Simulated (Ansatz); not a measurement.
**Stack of 1T-TaO2 under 2H-TaOS, shifted by two thirds of the diagonal in a perpendicular field**

What dipole does a perpendicular field induce in the stack of 1T-TaO2 under 2H-TaOS, shifted by two thirds of the diagonal? A positive field points along +c.

Program: Ansatz 0.2.0. Level of theory: plane-wave DFT, PBE-D3(BJ), Ansatz PAW, in the first sound run; inputs show where later runs differ. Results are calculated unless marked as measured.

## Step 1: Starting point

The cell holds 6 atoms: 3 O, 2 Ta and 1 S. Cell: a = 3.183 Å, b = 3.183 Å, c = 47.971 Å, α = 90.0°, β = 90.0°, γ = 120.0°. Regions: layer 1: 1T-TaO2, 3 atoms (2 O and 1 Ta); layer 2: 2H-TaOS, 3 atoms (1 S, 1 Ta and 1 O). Vacuum lies along c.

## Step 2: Relaxation

The starting cell is a guess, so the in-plane lattice and the atoms are relaxed first, with the slab cut off from its images along the normal.

Input file input.yaml:

```yaml
crystal:
  lattice:
    - [3.183275, 0.0, 0.0]
    - [-1.5916375, 2.7567970172, 0.0]
    - [0.0, 0.0, 47.970746467]
  atoms:
    - { symbol: O, position: [0.6666666667, 0.3333333333, 0.411709249] }
    - { symbol: Ta, position: [0.0, 0.0, 0.437272429], spin: 1.0 }
    - { symbol: O, position: [0.3333333333, 0.6666666667, 0.4628356091] }
    - { symbol: S, position: [0.0, 0.0, 0.5243314209] }
    - { symbol: Ta, position: [0.6666666667, 0.3333333333, 0.5626837765], spin: 1.0 }
    - { symbol: O, position: [0.0, 0.0, 0.588290751] }
  periodic: [true, true, false]
magnetization:
  spin_polarized: true
kpoints:
  mp_grid: { grid: [12, 12, 1] }
hamiltonian:
  xc: pbe
  dispersion: d3bj
scf:
  occupations: { method: fermi_dirac, width: 0.05 }
  convergence: { dr2_threshold: 1.0e-09 }
relax:
  f_tol: 0.004
  max_steps: 90
  cell: {}
output:
  write_potential: true
  write_density: true
  volumetric_format: npy
```

On the command line:

```sh
ansatz run input.yaml --threads 4 --pin off --max-ram 6144MiB --backend cpu --events-out ev --progress --plain --runs-dir out
```

Numbers of over 12 decimals in the logs are rounded to 6 here.

Output:

```text
Warning: relax.cell: scf.convergence.dr2_threshold = 1e-9 eV is looser than the 1.75866190498e-10 eV advised for a relaxation that steers and ends on the stress (1e-10 eV for each atom of the cell: 6, times the square of relax.cell.stress_2d_tol = 0.05 N/m over 18.5 Å (the atoms' height at the walk's start and 5 Å past either face), 2.707e-2 GPa, over a crystal's default 0.05). What an SCF threshold leaves in a stress goes as its square root, and in the free energy as the threshold itself, and one threshold admits the most on a small cell: [figures from the program's tests cut] Set scf.convergence.dr2_threshold to 1.75866190498e-10 eV or tighter. [rest of the remark cut]
Engine: ansatz 0.2.0, x86_64-unknown-linux-gnu
Pseudopotentials: kind: paw
Pseudopotential: O, paw, valence charge 6, recommended cutoff 420 eV (normal), O.paw.azcp
Pseudopotential: Ta, paw, valence charge 13, recommended cutoff 420 eV (normal), Ta.paw.azcp
Pseudopotential: S, paw, valence charge 6, recommended cutoff 420 eV (normal), S.paw.azcp
Functional definition: PBE
  parameter kappa = 0.804
  parameter beta = 0.066725
  exchange = pbe_x(kappa = kappa, mu = beta*pi^2/3)
  correlation = pbe_c(beta = beta)
Crystal: 6 atoms, lattice volume = 420.974 Å³
Basis set: ecut = 420 eV, 8273 PW (Γ), exchange–correlation on 48×48×648 points (8 copies of the dense FFT grid, shifted against one another)
Bands: 32, of which v1, the nominal top of the filled ones, is band 25 counted from 1 (24 counted from 0)
Symmetry: 6 space group operations
Space group: P3m1 (ITA 156), of the structure as read, at distance tolerance 7.5e-5 Å
Magnetic group: BNS 156.49 (UNI 1279), of the structure as read, at distance tolerance 7.5e-5 Å
k-points: 19 of 144 (time reversal used)
Non-local potential: O, projectors of the file, l = 0: 2, l = 1: 2, l = 2: 1
Non-local potential: Ta, projectors of the file, l = 0: 3, l = 1: 2, l = 2: 2, l = 3: 1
Non-local potential: S, projectors of the file, l = 0: 2, l = 1: 2, l = 2: 2
PAW form: soft (Blöchl's): semilocal exchange-correlation on the pseudo side does not see the compensation charge
PAW one-centre angular grid: O, 110 points (default); XC on 64 Gauss nodes
PAW one-centre angular grid: Ta, 590 points (default); XC on 64 Gauss nodes
PAW one-centre angular grid: S, 110 points (default); XC on 64 Gauss nodes
Starting moments: Σ|m| = 2 μB on 2 of 6 sites
Initial wavefunctions: pseudopotential atomic-orbital guess
Functional: x = pbe(κ = 0.804, μ = 0.219515), c = pbe(β = 0.066725)
SCF iter   1: F=—  HF=-22477.250919 eV  |F-HF|=—  |Δ(HF+E_count)|=         —  Δρ=3.29e-2 (↑3.29e-2 ↓3.02e-2)  dr2=2.79e1  dr2_m=7.86e-2  M=1.220 μB ∫|m|=1.290 μB  β_m=0.30  ethr=3.10e-3  ⟨swp⟩=12.9  Hψ=8259  notcnv=0
Mixer restart at iter 1: flushing history
preconditioner: auto → LDOS  [metal: Δε(μ)=0.033 eV  Ē_g=10.899 eV  σ=0.050 eV  W_gap=0.16  n_scr=28 (ndim 8)  ℏωp=10.6 eV  f_vac=0.756  D(μ)=3.44/eV (n_scr^D=18)]
spin=Collinear: LDOS preconditioning applied to the charge; magnetization (m = ρ↑ − ρ↓) channel mixes plain (no charge-response kernel on spin).
SCF iter   2: F=—  HF=-22474.489837 eV  |F-HF|=—  |Δ(HF+E_count)|=    2.76e0  Δρ=1.99e-2 (↑1.99e-2 ↓1.79e-2)  dr2=1.11e1  dr2_m=3.89e-2  M=1.214 μB ∫|m|=1.275 μB  β_m=0.52  ethr=3.10e-3  ⟨swp⟩=4.1  Hψ=2902  notcnv=0  defer=44
SCF iter   3: F=—  HF=-22473.130671 eV  |F-HF|=—  |Δ(HF+E_count)|=    1.36e0  Δρ=3.86e-3 (↑3.73e-3 ↓3.86e-3)  dr2=1.48e-1  dr2_m=4.53e-3  M=1.157 μB ∫|m|=1.195 μB  β_m=0.62  ethr=3.10e-3  ⟨swp⟩=5.0  Hψ=3507  notcnv=0  defer=46
SCF iter   4: F=—  HF=-22473.176351 eV  |F-HF|=—  |Δ(HF+E_count)|=         —  Δρ=1.95e-3 (↑1.95e-3 ↓1.38e-3)  dr2=3.48e-2  dr2_m=7.46e-3  M=0.991 μB ∫|m|=1.014 μB  β_m=0.62  ethr=2.97e-4  ⟨swp⟩=4.3  Hψ=3067  notcnv=0  defer=48
SCF iter   5: F=—  HF=-22473.182087 eV  |F-HF|=—  |Δ(HF+E_count)|=   5.74e-3  Δρ=9.35e-4 (↑9.35e-4 ↓9.14e-4)  dr2=3.22e-3  dr2_m=2.88e-3  M=0.957 μB ∫|m|=0.974 μB  β_m=0.81  ethr=6.95e-5  ⟨swp⟩=3.3  Hψ=2296  notcnv=0  defer=46
SCF iter   6: F=—  HF=-22473.185822 eV  |F-HF|=—  |Δ(HF+E_count)|=   3.74e-3  Δρ=4.57e-4 (↑3.29e-4 ↓4.57e-4)  dr2=4.60e-3  dr2_m=5.23e-4  M=0.896 μB ∫|m|=0.909 μB  β_m=0.85  ethr=6.44e-6  ⟨swp⟩=3.2  Hψ=2877  notcnv=0  defer=46
SCF iter   7: F=—  HF=-22473.186335 eV  |F-HF|=—  |Δ(HF+E_count)|=   5.13e-4  Δρ=2.90e-4 (↑2.48e-4 ↓2.90e-4)  dr2=6.28e-4  dr2_m=2.65e-4  M=0.864 μB ∫|m|=0.876 μB  β_m=0.93  ethr=6.44e-6  ⟨swp⟩=2.7  Hψ=1867  notcnv=0  defer=44
SCF iter   8: F=—  HF=-22473.186810 eV  |F-HF|=—  |Δ(HF+E_count)|=   4.75e-4  Δρ=1.81e-4 (↑1.81e-4 ↓1.39e-4)  dr2=3.95e-4  dr2_m=6.91e-5  M=0.806 μB ∫|m|=0.817 μB  β_m=0.86  ethr=1.26e-6  ⟨swp⟩=3.1  Hψ=2714  notcnv=0  defer=44
SCF iter   9: F=—  HF=-22473.186842 eV  |F-HF|=—  |Δ(HF+E_count)|=   3.15e-5  Δρ=9.02e-5 (↑9.02e-5 ↓8.53e-5)  dr2=6.01e-5  dr2_m=2.68e-5  M=0.781 μB ∫|m|=0.792 μB  β_m=0.93  ethr=7.91e-7  ⟨swp⟩=2.9  Hψ=2451  notcnv=0  defer=44
SCF iter  10: F=—  HF=-22473.186914 eV  |F-HF|=—  |Δ(HF+E_count)|=   7.24e-5  Δρ=4.47e-5 (↑4.47e-5 ↓3.62e-5)  dr2=1.16e-4  dr2_m=3.94e-6  M=0.752 μB ∫|m|=0.763 μB  β_m=0.93  ethr=1.20e-7  ⟨swp⟩=3.3  Hψ=2830  notcnv=0  defer=45
SCF iter  11: F=—  HF=-22473.186919 eV  |F-HF|=—  |Δ(HF+E_count)|=   5.14e-6  Δρ=1.99e-5 (↑1.99e-5 ↓1.52e-5)  dr2=1.34e-5  dr2_m=3.95e-7  M=0.745 μB ∫|m|=0.756 μB  β_m=0.81  ethr=1.20e-7  ⟨swp⟩=2.9  Hψ=2120  notcnv=0  defer=45
SCF iter  12: F=—  HF=-22473.186920 eV  |F-HF|=—  |Δ(HF+E_count)|=   7.71e-7  Δρ=5.49e-6 (↑4.42e-6 ↓5.49e-6)  dr2=3.57e-7  dr2_m=2.23e-8  M=0.742 μB ∫|m|=0.754 μB  β_m=0.71  ethr=2.68e-8  ⟨swp⟩=3.1  Hψ=2463  notcnv=0  defer=44
SCF iter  13: F=—  HF=-22473.186920 eV  |F-HF|=—  |Δ(HF+E_count)|=   1.73e-7  Δρ=1.83e-6 (↑1.83e-6 ↓1.66e-6)  dr2=9.25e-8  dr2_m=7.85e-9  M=0.742 μB ∫|m|=0.754 μB  β_m=0.77  ethr=7.14e-10  ⟨swp⟩=3.8  Hψ=3038  notcnv=0  defer=44
SCF iter  14: F=—  HF=-22473.186920 eV  |F-HF|=—  |Δ(HF+E_count)|=   8.76e-8  Δρ=7.30e-7 (↑6.40e-7 ↓7.30e-7)  dr2=1.59e-8  dr2_m=1.36e-9  M=0.743 μB ∫|m|=0.754 μB  β_m=0.89  ethr=1.85e-10  ⟨swp⟩=3.1  Hψ=2273  notcnv=0  defer=44
SCF iter  15: F=—  HF=-22473.186920 eV  |F-HF|=—  |Δ(HF+E_count)|=   4.93e-8  Δρ=2.98e-7 (↑2.98e-7 ↓2.41e-7)  dr2=2.15e-9  dr2_m=1.81e-10  M=0.743 μB ∫|m|=0.754 μB  β_m=0.81  ethr=3.17e-11  ⟨swp⟩=3.2  Hψ=2509  notcnv=0  defer=44
SCF iter  16: F=-22473.186920 eV  HF=-22473.186920 eV  |F-HF|=4.66e-10  |Δ(HF+E_count)|=   1.64e-9  Δρ=9.39e-8 (↑4.63e-8 ↓9.39e-8)  dr2=7.30e-10  dr2_m=1.13e-11  M=0.743 μB ∫|m|=0.754 μB  ethr=2.00e-12  ⟨swp⟩=9.7  Hψ=10426  notcnv=0
[...]
relax step   6: F+E_penalty+E_count = -22474.50898862 eV  Δ(F+E_penalty+E_count) = +2.600e-5 eV  max|allowed force component| = 9.168e-3 eV/Å  Δτ_max = 0.0011 Å  P = +0.001 N/m  Ω = 399.171 Å³  energy of the carried Pulay correction = +1.306e-2 eV  fix = [c, alpha, beta]  reactions: c +0.000 N/m  (11 SCF iters, accepted)
[...]
relax step   7: F+E_penalty+E_count = -22474.50898537 eV  Δ(F+E_penalty+E_count) = +3.249e-6 eV  max|allowed force component| = 4.117e-4 eV/Å  Δτ_max = 0.0007 Å  P = +0.001 N/m  Ω = 399.179 Å³  energy of the carried Pulay correction = +1.305e-2 eV  fix = [c, alpha, beta]  reactions: c +0.000 N/m  (8 SCF iters, accepted)
[...]
relax step   8: F+E_penalty+E_count = -22474.49980452 eV  Δ(F+E_penalty+E_count) = +9.181e-3 eV  max|allowed force component| = 8.645e-4 eV/Å  Δτ_max = 0.0000 Å  P = -0.255 N/m  Ω = 399.179 Å³  fix = [c, alpha, beta]  reactions: c -0.000 N/m  stress off target by 2.55e-1 N/m on what of the cell is left free  SCF on the basis re-selected at this cell (its energy is not comparable with the rows above)  (7 SCF iters)
[...]
relax step   9: F+E_penalty+E_count = -22474.50024603 eV  Δ(F+E_penalty+E_count) = -4.415e-4 eV  max|allowed force component| = 1.304e-3 eV/Å  Δτ_max = 0.0029 Å  P = -0.001 N/m  Ω = 398.609 Å³  energy of the carried Pulay correction = +3.458e-4 eV  fix = [c, alpha, beta]  reactions: c -0.000 N/m  (9 SCF iters, accepted)
iter 1 solved again at ethr=1.22e-7 eV; its pass at ethr=3.10e-3 eV (dr2=6.11e-5 eV) is discarded
SCF iter   1: F=—  HF=-22474.499715 eV  |F-HF|=—  |Δ(HF+E_count)|=         —  Δρ=2.49e-6 (↑2.49e-6 ↓2.40e-6)  dr2=1.71e-8  dr2_m=6.30e-11  M=0.900 μB ∫|m|=0.907 μB  β_m=0.65  ethr=1.22e-7  ⟨swp⟩=6.9  Hψ=16211  notcnv=0
eigensolver tolerance schedule: the retry pair's looser diagonalisation over-reported the residual by 3571.12 of it (diagonalisation noise at 0.16 of the residual, at the tolerance the schedule requests for it); recorded, not acted on — ethr = c·dr2/N_el stays at c = 1.0e-1
preconditioner: auto → LDOS  [metal: Δε(μ)=0.066 eV  Ē_g=10.686 eV  σ=0.050 eV  W_gap=0.32  n_scr=26 (ndim 8)  ℏωp=10.8 eV  f_vac=0.777  D(μ)=4.27/eV (n_scr^D=20)]
spin=Collinear: LDOS preconditioning applied to the charge; magnetization (m = ρ↑ − ρ↓) channel mixes plain (no charge-response kernel on spin).
SCF iter   2: F=—  HF=-22474.499906 eV  |F-HF|=—  |Δ(HF+E_count)|=   1.91e-4  Δρ=9.14e-7 (↑9.14e-7 ↓8.76e-7)  dr2=5.64e-9  dr2_m=2.34e-11  M=0.900 μB ∫|m|=0.907 μB  β_m=0.50  ethr=3.42e-11  ⟨swp⟩=6.4  Hψ=5125  notcnv=0
SCF iter   3: F=—  HF=-22474.499906 eV  |F-HF|=—  |Δ(HF+E_count)|=   2.04e-8  Δρ=4.64e-7 (↑4.64e-7 ↓4.47e-7)  dr2=8.48e-10  dr2_m=5.70e-12  M=0.900 μB ∫|m|=0.907 μB  β_m=0.66  ethr=1.13e-11  ⟨swp⟩=3.2  Hψ=2209  notcnv=0
SCF iter   4: F=-22474.499906 eV  HF=-22474.499906 eV  |F-HF|=1.91e-9  |Δ(HF+E_count)|=  1.16e-10  Δρ=6.88e-8 (↑6.88e-8 ↓6.26e-8)  dr2=6.21e-11  dr2_m=2.89e-13  M=0.900 μB ∫|m|=0.907 μB  ethr=1.70e-12  ⟨swp⟩=16.6  Hψ=12004  notcnv=0
SCF 10 converged in 4 iterations: F = -22474.499906 eV  dr2 = 6.21e-11
relax step  10: F+E_penalty+E_count = -22474.49990606 eV  Δ(F+E_penalty+E_count) = +3.400e-4 eV  max|allowed force component| = 1.292e-3 eV/Å  Δτ_max = 0.0000 Å  P = -0.006 N/m  Ω = 398.609 Å³  fix = [c, alpha, beta]  reactions: c -0.000 N/m  stress off target by 5.52e-3 N/m on what of the cell is left free  SCF on the basis re-selected at this cell (its energy is not comparable with the rows above)  (4 SCF iters)
basis re-selected at this cell: Δ(F+E_penalty+E_count) = +3.400e-4 eV, ΔP = -0.005 N/m vs the last step (what re-selecting the basis moved, of the pressure what is left beyond the Pulay correction that the steps carried, after the strain that the cell walked since its last selection, with what the two solves' SCF thresholds leave and, on support functions, any second-order correction that the steps lacked; it is no m [...]
WARN: The output density's exchange-correlation potential varies sharply where the density is thin. Do not read a vacuum level from v_tot or v_xc, or from such a field of the output density. On a cell that repeats whose density bears no net charge and no dipole along the vacuum's axis use v_es (v_loc + v_h of the components); under efield.dipole_correction with no amplitude use v_es + v_field, which holds any externa [...]
SCF converged after 4 iterations
Magnetization: 0.8998 μB (25.4499 up, 24.5501 down)
Absolute magnetization: 0.9070 μB (∫|ρ↑−ρ↓|, with the PAW one-centre terms)
Spin contamination: 0.0036 ħ² per cell (⟨S²⟩ above its minimum at these occupations)
Per-site moments (μB) at R_I (Å): [(0.018982, 0.863095), (0.137516, 0.858143), (0.018615, 0.858143), (0.019455, 1.009114), (0.166111, 0.863480), (0.062096, 0.863480)]
Free energy (F): -22474.499906 eV
Harris-Foulkes:  -22474.499906 eV  (|F-HF|=1.91e-9)
Internal energy: -22474.464910 eV  (E = F + TS)
E sigma→0 (E₀):  -22474.482408 eV
Entropy (-TS):   -0.034996 eV (-5.833 meV/atom)
Fermi energy:    -5.375703 eV
--- Per-component energies (eV) ---
  E_band       = -1242.871286
  E_kinetic    = 1364.237914
  E_local      = -239978.723462  (includes V_loc(G=0)·N_el)
  E_nonlocal   = 200.508176
  E_hartree    = 119143.308797
  E_xc         = -755.486054
  E_vxc        = -778.042928  (∫ρ·V_xc dr)
  E_paw        = -17867.291511  (= ΣΔE_a)
  E_vpaw       = -337.476422  (= ΣTr[D̂ρ^β])
  E_aug_tail   = 0.007691  (compensation charges beyond the density's cutoff)
  E_ewald      = 115420.311218
  E_disp       = -1.337680  (pairwise vdW)
  E_smearing   = -0.034996  (= −TS)
  E_closure    = -0.000000  (closes the sum)
  Σ components = -22474.499906   (vs F -22474.499906, Δ=0.00e0)
--- Forces (eV/Å), atoms counted from 1 ---
  atom   1  O      0.00000000     0.00000000     0.00041166
  atom   2  Ta     0.00000000    -0.00000000    -0.00129114
  atom   3  O      0.00000000    -0.00000000     0.00041661
  atom   4  S      0.00000000    -0.00000000    -0.00112996
  atom   5  Ta     0.00000000    -0.00000000     0.00062912
  atom   6  O      0.00000000    -0.00000000     0.00096667
  max |Σ_I F_I| component: 2.95e-6 eV/Å
--- 2D stress c σ (N/m, compression-positive) ---
       -0.005517       0.000000       0.000000
        0.000000      -0.005517      -0.000000
        0.000000      -0.000000      -0.000000
  P = ½ c Tr σ = -0.0055 N/m
--- Band table (eV; the first three rows and the last of 38) ---
  k-point 0 ↑: bands = [... 21 lower, -8.0735, -6.6483, -6.6483, -5.5220, -5.5220, -4.3225, -3.8942, -2.3977, ... 3 higher]
  k-point 1 ↑: bands = [... 21 lower, -8.0266, -6.9902, -6.7462, -5.5191, -5.3271, -4.4240, -3.8396, -2.3188, ... 3 higher]
  k-point 2 ↑: bands = [... 21 lower, -8.2336, -7.5107, -6.9438, -5.5708, -4.9032, -4.8516, -3.7607, -2.3612, ... 3 higher]
  k-point 18 ↓: bands = [... 21 lower, -9.8348, -9.0010, -7.7144, -4.9882, -4.7018, -3.8900, -3.8123, -2.4821, ... 3 higher]
  the weakly bound empty levels are not read free of the cell's end (no_gap_told)
--- Relaxed structure (8 steps of the walk, 8 accepted, 2 SCFs on fresh bases) ---
  F+E_penalty+E_count = -22474.49990606 eV   max|allowed force component| = 1.292e-3 eV/Å   (the final SCF, on the basis selected at the relaxed cell)
  cell:  # Å, volume = 398.6086 Å³
    - [3.097560, 0, 0]
    - [-1.548780, 2.682566, 0]
    - [0, 0, 47.970746467]
  atoms:
    - { symbol: O, position: [0.666667, 0.333333, 0.419636] }
    - { symbol: Ta, position: [-1.6892396761649774e-17, -9.1131707493639e-18, 0.442277] }
    - { symbol: O, position: [0.333333, 0.666667, 0.464432] }
    - { symbol: S, position: [-1.8985296891868654e-17, -1.3298971009801632e-17, 0.522836] }
    - { symbol: Ta, position: [0.666667, 0.333333, 0.557632] }
    - { symbol: O, position: [-2.107311534635374e-17, -1.7474607918771816e-17, 0.580311] }
```

Wall time 2 min (4 threads of Intel Xeon Platinum 8488C (Sapphire Rapids), shared host); peak memory 1.1 GiB; 7.6 min of CPU time.

The steps of the relaxation:

| step | energy less that of the first step (eV) | largest force component (eV/Å) | volume (Å³) |
| --- | --- | --- | --- |
| 1 | 0.0000 | 2.9603 | 420.97 |
| 2 | -1.1965 | 0.9686 | 410.70 |
| 3 | -1.3043 | 0.3088 | 393.36 |
| 4 | -1.3127 | 0.2398 | 398.69 |
| 5 | -1.3221 | 0.0145 | 399.12 |
| 6 | -1.3221 | 0.0092 | 399.17 |
| 7 | -1.3221 | 0.0004 | 399.18 |
| 8* | -1.3129 | 0.0009 | 399.18 |
| 9 | -1.3133 | 0.0013 | 398.61 |
| 10* | -1.3130 | 0.0013 | 398.61 |

Relaxation steps marked * repeat the geometry before them on a plane-wave basis chosen anew for their cell, so energy and pressure can jump there.

The run keeps the 6 symmetry operations that it works with, so distortions that break them were not tested.

| cell as run | before | after | change |
| --- | --- | --- | --- |
| a (Å) | 3.183 | 3.098 | -2.7 % |
| b (Å) | 3.183 | 3.098 | -2.7 % |

The atoms that moved most (Å, along periodic axes as changes of fractional coordinates times the final cell, across vacuum about the mean position):

| atom | dx | dy | dz | length |
| --- | --- | --- | --- | --- |
| O6 | 0.000 | 0.000 | -0.383 | 0.383 |
| O1 | 0.000 | 0.000 | 0.380 | 0.380 |
| Ta5 | 0.000 | 0.000 | -0.242 | 0.242 |
| Ta2 | 0.000 | 0.000 | 0.240 | 0.240 |
| O3 | 0.000 | 0.000 | 0.077 | 0.077 |
| S4 | 0.000 | 0.000 | -0.072 | 0.072 |

Final coordinates:

```xyz
6
Lattice="3.0976 0.0000 0.0000 -1.5488 2.6826 0.0000 0.0000 0.0000 47.9707" Properties=species:S:1:pos:R:3
O     1.5488    0.8942   20.1302
Ta    0.0000    0.0000   21.2163
O     0.0000    1.7884   22.2792
S     0.0000    0.0000   25.0808
Ta    1.5488    0.8942   26.7500
O     0.0000    0.0000   27.8379
```

Numbers from this step:

```yaml
energy_at_zero_smearing: -22474.4824 eV
total_moment: 0.8998 μB
site_moments: 0.01898, 0.1375, 0.01862, 0.01946, 0.1661, 0.06210 μB
```

Site moment by atom:

| atom | site moment (μB) |
| --- | --- |
| O1 | 0.019 |
| Ta2 | 0.138 |
| O3 | 0.019 |
| S4 | 0.019 |
| Ta5 | 0.166 |
| O6 | 0.062 |

The lattice constant a goes from 3.183 to 3.098 Å.

[end of part 1 of 4]

[Logs are printed without paths, hosts, clocks, repeated set-up lines and the standing remarks that a program may print on its own settings, such as how far it seeks lower states.]

[Hosts, paths, dates, database ids (printed as entryN), source tags and the programs' standing remarks are cut or masked in the printed files.]

[Maps of the electrostatic potential energy from Ansatz leave out the sawtooth potential of an applied field or a dipole correction, so their vacuum need not be flat; planar profiles and work functions include it.]
